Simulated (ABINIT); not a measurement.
# Calculated records

```
! title: BN (Qingsongite): G0W0 with ABINIT, start to end
! method: RPA screening on PBE, plane waves, norm-conserving pseudopotentials (and 2 further levels or steps)
! program: ABINIT 10.8.3
! settings: cutoff 36 Ha, PseudoDojo scalar-relativistic 0.4.1 standard, norm-conserving, potential set dojo-sr-pbe-0.4.1-standard, ngkpt (6, 6, 6), nband 58, ecuteps 8 Ha, inclvkb 2, shiftk (0, 0, 0), symchi 1, awtr 1, frequency ppm, 6×6×6 k-mesh
! cost: 5 runs, 17 s in all on 4 MPI ranks of Intel Xeon 6975P-C (Granite Rapids), shared host
! notes: The cell and positions come from the Crystallography Open Database and are kept as given unless a step says otherwise. The 6×6×6 mesh is coarse for this cell, which bears on the long-range parts of exchange and screening.
! PBE gap: 4.54 eV, indirect
! G0W0 gap on the mesh: 5.95 eV
! GW settings: 6×6×6 mesh, 58 bands, screening to 217.7 eV, Godby-Needs plasmon pole
! known limits: short of the basis limit; coarse k mesh
CELL_PARAMETERS angstrom
0.00000 1.80750 1.80750
1.80750 0.00000 1.80750
1.80750 1.80750 0.00000
ATOMIC_POSITIONS crystal
B 0.00000 0.00000 0.00000
N 0.25000 0.25000 0.25000
```

[Long decimals in the printed logs are rounded to 6 places.]

[Logs are printed without paths, hosts, clocks, repeated set-up lines and the standing remarks that a program may print on its own settings, such as how far it seeks lower states.]

[Paths, hosts, dates, memory and timing lines, banners, echoed tables and standing remarks are left out of the program output; an Ansatz launch command may be rebuilt from the run's recorded settings. Measured values are a selection of at most five: reports struck by readers or far from the other reports are left out. None is set beside runs whose start may be inverted or whose files or cutoffs have a known fault.]

[Runs of the session that timed out or met a known fault of the program may be left out.]

[Hosts, paths, dates, database ids (printed as entryN), source tags and the programs' standing remarks are cut or masked in the printed files.]

[G0W0 gaps are taken among the corrected bands and points alone; a level outside them can change the order at an edge.]

[Where Ansatz stands beside ABINIT at settings called matched, ABINIT's density can come from a denser mesh and the files from another edition; pairs whose starting gaps differed by over 0.03 eV were left out, so agreement reads better than it is.]
